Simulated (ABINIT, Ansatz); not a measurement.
# BiSb (Pm-3m): from the cell to the phonon bands, part 3 of 3

Aim: the phonon dispersion of BiSb (Pm-3m), checked by a second program.

ABINIT 10.8.3; DFT LDA, scalar-relativistic, plane waves, HGH norm-conserving pseudopotentials.

So far, highest frequency (cm⁻¹): step 6 (dispersion) 84.1.

The structure was built from a prototype and need not be the compound's stable phase.

## 8. Cross-check with Ansatz

The same cell goes through another code, with its own cutoff. The potentials differ.

This step: DFT LDA, scalar-relativistic, plane waves, PseudoDojo norm-conserving pseudopotentials (Ansatz 0.2.0).

Contents of input.yaml:

```yaml
crystal:
  lattice:
    - [3.8096229627, 0.0, 0.0]
    - [0.0, 3.8096229627, 0.0]
    - [0.0, 0.0, 3.8096229627]
  atoms:
    - { symbol: Sb, position: [0.0, 0.0, 0.0] }
    - { symbol: Bi, position: [0.5, 0.5, 0.5] }
kpoints:
  mp_grid: { grid: [8, 8, 8] }
hamiltonian:
  xc: lda
  pseudopotentials: { kind: nc, accuracy: standard }
scf:
  occupations: { method: gaussian, width: 0.27211 }
output:
  eigenvalues: true
phonons:
  method: dfpt
  qmesh: [2, 2, 2]
  temperatures: { t_max: 1000, t_step: 50 }
  qpath:
    path:
      - [[0.0, 0.0, 0.0], [0.0, 0.5, 0.0], [0.5, 0.5, 0.0], [0.0, 0.0, 0.0], [0.5, 0.5, 0.5], [0.0, 0.5, 0.0]]
      - [[0.5, 0.5, 0.5], [0.5, 0.5, 0.0]]
    npoints: 10
```

The run is started by

```
$ ansatz run input.yaml --threads 4 --pin off --max-ram 8192MiB --backend cpu --events-out ev --progress --plain --runs-dir out
```

The log of the run:

```text
Engine: ansatz 0.2.0, aarch64-unknown-linux-gnu
Pseudopotentials: kind: nc
Pseudopotential: Sb, nc, valence charge 15, recommended cutoff 1142.878222 eV (normal), Sb.nc.azcp (PseudoDojo's, or run here from an input of PseudoDojo's; its table is named by hamiltonian.pseudopotentials.accuracy)
Pseudopotential: Bi, nc, valence charge 15, recommended cutoff 952.398519 eV (normal), Bi.nc.azcp (PseudoDojo's, or run here from an input of PseudoDojo's; its table is named by hamiltonian.pseudopotentials.accuracy)
Functional definition: SPW92
  exchange = slater_x
  correlation = pw_c
Crystal: 2 atoms, lattice volume = 55.290 Å³
Basis set: ecut = 1142.878222 eV, 4945 PW (Γ), exchange–correlation on 90×90×90 points (8 copies of the dense FFT grid, shifted against one another)
Bands: 19, of which v1, the nominal top of the filled ones, is band 15 counted from 1 (14 counted from 0)
Symmetry: 48 space group operations
k-points: 35 of 512
Non-local potential: Sb, projectors of the file, l = 0: 2, l = 1: 2, l = 2: 2
Non-local potential: Bi, projectors of the file, l = 0: 2, l = 1: 2, l = 2: 2, l = 3: 2
Initial density: superposition of atomic densities (chi_scale 0.1, normalization cell, long waves kept (reshape's long-wave potential 0.00 eV rms))
Initial wavefunctions: pseudopotential atomic-orbital guess
Functional: x = slater, c = lda
SCF iter   1: F=—  HF=-4690.422053 eV  |F-HF|=—  |Δ(HF+E_count)|=         —  Δρ=1.00e-2  dr2=8.25e-2  ethr=3.10e-3  ⟨swp⟩=5.7  Hψ=3114  notcnv=0
preconditioner: auto → Kerker (q_TF=auto, 2.464 Å⁻¹)  [metal: Δε(μ)=0.017 eV  Ē_g=9.122 eV  σ=0.272 eV  W_gap=0.03  n_scr=18 (ndim 8)  ℏωp=15.8 eV  f_vac=0.000  D(μ)=1.42/eV (n_scr^D=6)]
SCF iter   2: F=—  HF=-4690.408705 eV  |F-HF|=—  |Δ(HF+E_count)|=   1.33e-2  Δρ=6.31e-3  dr2=3.14e-2  ethr=2.75e-4  ⟨swp⟩=1.3  Hψ=960  notcnv=0
SCF iter   3: F=—  HF=-4690.399362 eV  |F-HF|=—  |Δ(HF+E_count)|=   9.34e-3  Δρ=1.08e-3  dr2=3.50e-4  ethr=1.05e-4  ⟨swp⟩=3.0  Hψ=1201  notcnv=0
SCF iter   4: F=—  HF=-4690.399298 eV  |F-HF|=—  |Δ(HF+E_count)|=   6.41e-5  Δρ=3.93e-4  dr2=2.70e-5  ethr=1.17e-6  ⟨swp⟩=2.0  Hψ=1202  notcnv=0
SCF iter   5: F=—  HF=-4690.399297 eV  |F-HF|=—  |Δ(HF+E_count)|=   1.18e-6  Δρ=7.99e-5  dr2=2.17e-6  ethr=9.01e-8  ⟨swp⟩=2.4  Hψ=1173  notcnv=0
SCF iter   6: F=—  HF=-4690.399209 eV  |F-HF|=—  |Δ(HF+E_count)|=   8.79e-5  Δρ=1.21e-5  dr2=7.01e-8  ethr=7.24e-9  ⟨swp⟩=2.0  Hψ=1191  notcnv=0
SCF iter   7: F=—  HF=-4690.399209 eV  |F-HF|=—  |Δ(HF+E_count)|=   6.78e-9  Δρ=3.16e-6  dr2=5.64e-9  ethr=2.34e-10  ⟨swp⟩=2.5  Hψ=898  notcnv=0
SCF iter   8: F=—  HF=-4690.399209 eV  |F-HF|=—  |Δ(HF+E_count)|=  5.46e-10  Δρ=5.24e-7  dr2=7.61e-11  ethr=1.88e-11  ⟨swp⟩=2.4  Hψ=946  notcnv=0
SCF iter   9: F=-4690.399209 eV  HF=-4690.399209 eV  |F-HF|=9.09e-13  |Δ(HF+E_count)|=  7.55e-11  Δρ=6.53e-8  dr2=1.65e-12  ethr=1.00e-12  ⟨swp⟩=11.7  Hψ=5305  notcnv=0
SCF 1 converged in 9 iterations: F = -4690.399209 eV  dr2 = 1.65e-12
Initial density: read from a saved state, or passed on in memory by an earlier SCF of this step, an earlier step, the calling program or the single point that the run made first
iter 1 solved again at ethr=1.31e-8 eV; its pass at ethr=3.10e-3 eV (dr2=3.92e-6 eV) is discarded
SCF iter   1: F=—  HF=-4690.399294 eV  |F-HF|=—  |Δ(HF+E_count)|=         —  Δρ=5.01e-7  dr2=7.28e-11  ethr=1.31e-8  ⟨swp⟩=6.5  Hψ=6709  notcnv=0
eigensolver tolerance schedule: the retry pair's looser diagonalisation over-reported the residual by 53881.97 of it (diagonalisation noise at 0.29 of the residual, at the tolerance the schedule requests for it); recorded, not acted on — ethr = c·dr2/N_el stays at c = 1.0e-1
preconditioner: auto → Kerker (q_TF=auto, 2.464 Å⁻¹)  [metal: Δε(μ)=0.087 eV  Ē_g=9.126 eV  σ=0.272 eV  W_gap=0.18  n_scr=18 (ndim 8)  ℏωp=15.8 eV  f_vac=0.000  D(μ)=1.45/eV (n_scr^D=6)]
SCF iter   2: F=—  HF=-4690.399209 eV  |F-HF|=—  |Δ(HF+E_count)|=   8.59e-5  Δρ=2.17e-7  dr2=7.03e-12  ethr=1.00e-12  ⟨swp⟩=6.8  Hψ=4822  notcnv=0
SCF iter   3: F=-4690.399209 eV  HF=-4690.399209 eV  |F-HF|=9.09e-13  |Δ(HF+E_count)|=  3.64e-12  Δρ=1.35e-7  dr2=2.93e-12  ethr=1.00e-12  ⟨swp⟩=1.2  Hψ=1512  notcnv=0
SCF 2 converged in 3 iterations: F = -4690.399209 eV  dr2 = 2.93e-12
phonons: the bands overlap, so this run is a metal and interpolates without the dipole-dipole term. If the crystal is really an insulator or semiconductor, its LO-TO splitting is missing
NSCF: frozen V_eff on 35 k-points
WARN: eigensolver did not converge in 22 slots of this pass, the one above among them; of largest residual over every band (k=32): 1 band(s) unlocked (lowest unlocked band 18, counted from 0; max residual 1.15e-1 eV among the unlocked bands, 1.15e-1 eV over every band); of lowest unlocked band (k=4): band 18
NSCF: frozen V_eff on 75 k-points
DFPT response loops at q = (0, 0, 0) (fractional): preconditioner auto → Kerker (q_TF=auto, 2.464 Å⁻¹) (partly filled bands, converged f_vac=0.000); β = 1.00, the filter's whole step (`scf.mixing.beta` (0.50) is not read by the response loops under this deck's `scf.mixing.preconditioner`; to damp them name `kerker` or `kerker_dos`, under which they read `scf.mixing.beta`, and type it under 1.00, their step now; both keys bind the ground state too); Broyden in place of MSR1
NSCF: frozen V_eff on 250 k-points
DFPT response loops at q = (0, 0, -0.5) (fractional): mixed as the last ones told, above
NSCF: frozen V_eff on 250 k-points
DFPT response loops at q = (0, -0.5, -0.5) (fractional): mixed as the last ones told, above
NSCF: frozen V_eff on 150 k-points
DFPT response loops at q = (-0.5, -0.5, -0.5) (fractional): mixed as the last ones told, above
SCF converged after 9 iterations
Free energy (F): -4690.399209 eV
Harris-Foulkes:  -4690.399209 eV  (|F-HF|=9.09e-13)
Internal energy: -4690.345463 eV  (E = F + TS)
E sigma→0 (E₀):  -4690.372336 eV
Entropy (-TS):   -0.053745 eV (-26.873 meV/atom)
Fermi energy:    12.391663 eV
--- Per-component energies (eV) ---
  E_band       = -201.323284
  E_kinetic    = 2509.447577
  E_local      = -2915.867815  (includes V_loc(G=0)·N_el)
  E_nonlocal   = -932.673433
  E_hartree    = 928.124579
  E_xc         = -1184.365079
  E_vxc        = -718.478827  (∫ρ·V_xc dr)
  E_ewald      = -3095.011291
  E_smearing   = -0.053745  (= −TS)
  E_closure    = 0.000000  (closes the sum)
  Σ components = -4690.399209   (vs F -4690.399209, Δ=0.00e0)
--- Band table (eV; the first three rows and the last of 35) ---
  k-point 0: bands = [... 11 lower, 5.5937, 10.4738, 10.4738, 10.4738, 15.8088, 15.8088, 18.0348, 18.0348]
  k-point 1: bands = [... 11 lower, 5.1905, 10.3377, 10.6590, 10.6590, 15.9379, 16.7567, 17.0917, 17.5024]
  k-point 2: bands = [... 11 lower, 4.1468, 10.4072, 11.2066, 11.2066, 15.2253, 16.2107, 16.2107, 16.3241]
  k-point 34: bands = [... 11 lower, 4.4453, 9.7586, 9.7586, 9.7586, 9.8649, 9.8649, 9.8649, 28.3159]
--- Phonons (Γ-DFPT): 2 representative perturbations + reference (Σ response iterations 4) ---
  ASR residual: 1.866e-4 → 0.000e0 eV/Å²; symmetrization residual: 7.352e-6 eV/Å²
  ASR residual per site (eV/Å²): 6.91e-5 1.87e-4
  Γ frequencies (cm⁻¹): -15.74 -15.74 -15.74 0.00 0.00 0.00
--- Phonons (arbitrary-q DFPT): 4 irreducible q on the 2×2×2 mesh ---
  q = [0.0000, 0.0000, 0.0000] (star 1, of the zone-centre solve; hermiticity 2.10e-4, symmetrization 5.14e-12): -15.74 -15.74 -15.74 -0.00 -0.00 0.00
  q = [0.0000, 0.0000, -0.5000] (star 3, 4 solved perturbations in 400 linear systems a pass and spin channel, the states on 125 of 512 k-point pairs; hermiticity 2.94e-13, symmetrization 2.09e-12, the responses' own estimated error 2.6e-4 eV/Å²): 31.04 31.04 43.65 43.65 66.68 85.10
  q = [0.0000, -0.5000, -0.5000] (star 3, 4 solved perturbations in 400 linear systems a pass and spin channel, the states on 125 of 512 k-point pairs; hermiticity 5.76e-5, symmetrization 4.60e-12, the responses' own estimated error 2.4e-4 eV/Å²): -45.60 -37.28 22.59 22.59 60.64 60.64
  q = [-0.5000, -0.5000, -0.5000] (star 1, 2 solved perturbations on 75 of 512 k-point pairs; hermiticity 7.49e-13, symmetrization 8.85e-12, the responses' own estimated error 2.3e-4 eV/Å²): 62.68 62.68 62.68 77.31 77.31 77.31
  sum rule: each row above includes the acoustic sum rule's correction from the zone centre's row sums; it moved no ω² by more than (0.49 cm⁻¹)²
  mesh force constants: q→R imaginary residual 2.33e-17; ASR residual 1.866e-4 → 0.000e0 eV/Å²; symmetrization residual 1.665e-15 eV/Å²
  interpolated dispersion: 62 rows × 6 modes
  density of states and harmonic sums: on the 16×16×16 q-mesh, interpolated from the force constants of a 2×2×2 supercell (no non-analytic term)
  largest difference from the sums on the solved wave vectors: F 3.33e-1 eV, S 4.28e-4 and C_V 9.81e-5 eV/K
  zero-point energy: 0.015062 eV/cell   skipped modes (ω ≤ 0): 79, of them read as no rigid motion or as one in doubt: 76 (3.982e-1 modes/cell left out, lowest -45.60 cm⁻¹)   left out of the sums: 6.65e-2 of the cell's modes: C_V's classical limit lies that fraction below 3 k_B per atom; for a crystal, a wire or a layer, F and S can be off by more, and a phonons.interpolated_qmesh denser along its periods is the remedy for the sampling
```

Wall time 82 s (4 threads of Arm Neoverse V2, shared host); peak memory 1.3 GiB.

Numbers from this step:

| Item | Value |
| --- | --- |
| sum-rule residual before enforcement | 1.87e-4 eV/Å² |
| lowest frequency on the path | -45.60 cm⁻¹ |
| share of modes beyond 3i cm⁻¹ on the dense interpolated mesh | 0.0653 |
| highest optical zone-centre mode (no LO-TO term) | -15.74 cm⁻¹ |
| lowest optical zone-centre mode | -15.74 cm⁻¹ |
| lowest mode on the q mesh (acoustic ones at the zone centre apart) | -45.6 cm⁻¹ |

## 9. The two compared: ABINIT HGH and Ansatz, PseudoDojo

Numbers from this step:

* root-mean-square difference: 5.78 cm⁻¹
* largest difference: 13.61 cm⁻¹
* root-mean-square difference on the path: 7 cm⁻¹
* largest difference on the path: 30.6 cm⁻¹

The 12 of 21 modes that differ most. Frequencies side by side:

```
q (reciprocal lattice)  mode  ABINIT HGH (cm⁻¹)  Ansatz, PseudoDojo (cm⁻¹)
                 0 0 0     1             -29.35                     -15.74
                 0 0 0     2             -29.35                     -15.74
                 0 0 0     3             -29.35                     -15.74
               0.5 0 0     1              28.93                      31.04
               0.5 0 0     2              28.93                      31.04
               0.5 0 0     3              41.71                      43.65
               0.5 0 0     4              41.71                      43.65
             0.5 0.5 0     1             -50.75                      -45.6
             0.5 0.5 0     2             -41.17                     -37.28
             0.5 0.5 0     3              23.89                      22.59
             0.5 0.5 0     5              54.24                      60.64
             0.5 0.5 0     6              54.24                      60.64
```

At the solved wavevectors the largest difference (acoustic modes at Γ apart) is 16 % of the highest mode (on the interpolated path 36 %), but 46 % of the mode at 29i cm⁻¹ on which it sits.

## 10. Summary of results

```yaml
space_group_after_relaxation: Pm-3m
volume_per_atom: 27.6 Å³
highest_optical_zone_centre_mode_no_lo_to_term: -29.4 cm⁻¹
q_mesh: 2×2×2
lowest_mode_on_the_q_mesh_acoustic_ones_at_the_zone_centre_apart: -50.8 cm⁻¹
imaginary_modes_on_the_q_mesh: yes
largest_difference_from_ansatz_pseudodojo: 13.6 cm⁻¹
```

**Reading.** BiSb (Pm-3m) is unstable: a mode solved on the 2×2×2 mesh is imaginary, 51i cm⁻¹; its spectrum reaches 84 cm⁻¹. At the LDA level the optical modes of BiSb (Pm-3m) at the zone centre lie at 29i cm⁻¹, so the structure is a saddle point, with 3 modes beyond 10i cm⁻¹ there. On other potentials, and in a cell that was not relaxed for them, the second run differs strongly on some modes. The most unstable solved mode lies at q = (0.5, 0.5, 0), on the zone boundary, so the distortion that it points to doubles the cell. ABINIT HGH and Ansatz, PseudoDojo differ by 5.8 cm⁻¹ in the root mean square and by 13.6 cm⁻¹ at most, 16.2 % of the highest mode compared (acoustic modes at Γ left out; ABINIT's values are those before the sum rule); the two use different potentials, and the cell was not relaxed for the second set. Their interpolated bands part by up to 31 cm⁻¹. These are harmonic frequencies at zero temperature: anharmonic shifts and linewidths and thermal expansion are left out. Spin-orbit coupling is left out, which can matter for the heavy elements here. The HGH files keep few electrons and have no core correction, which is cheap but rough for Bi and Sb. In a metal the frequencies hang on the k mesh and the smearing, most of all near Kohn anomalies. The q mesh stands for a supercell only 7.6 Å across, so branches between the solved wavevectors are rough. The structure is a hypothetical one, built on a prototype.

[Host names and launcher messages were left out of these logs when they were recorded.]

[Logs are printed without paths, hosts, clocks, repeated set-up lines and the standing remarks that a program may print on its own settings, such as how far it seeks lower states.]

[Hosts, paths, dates, database ids (printed as entryN), source tags and the programs' standing remarks are cut or masked in the printed files.]
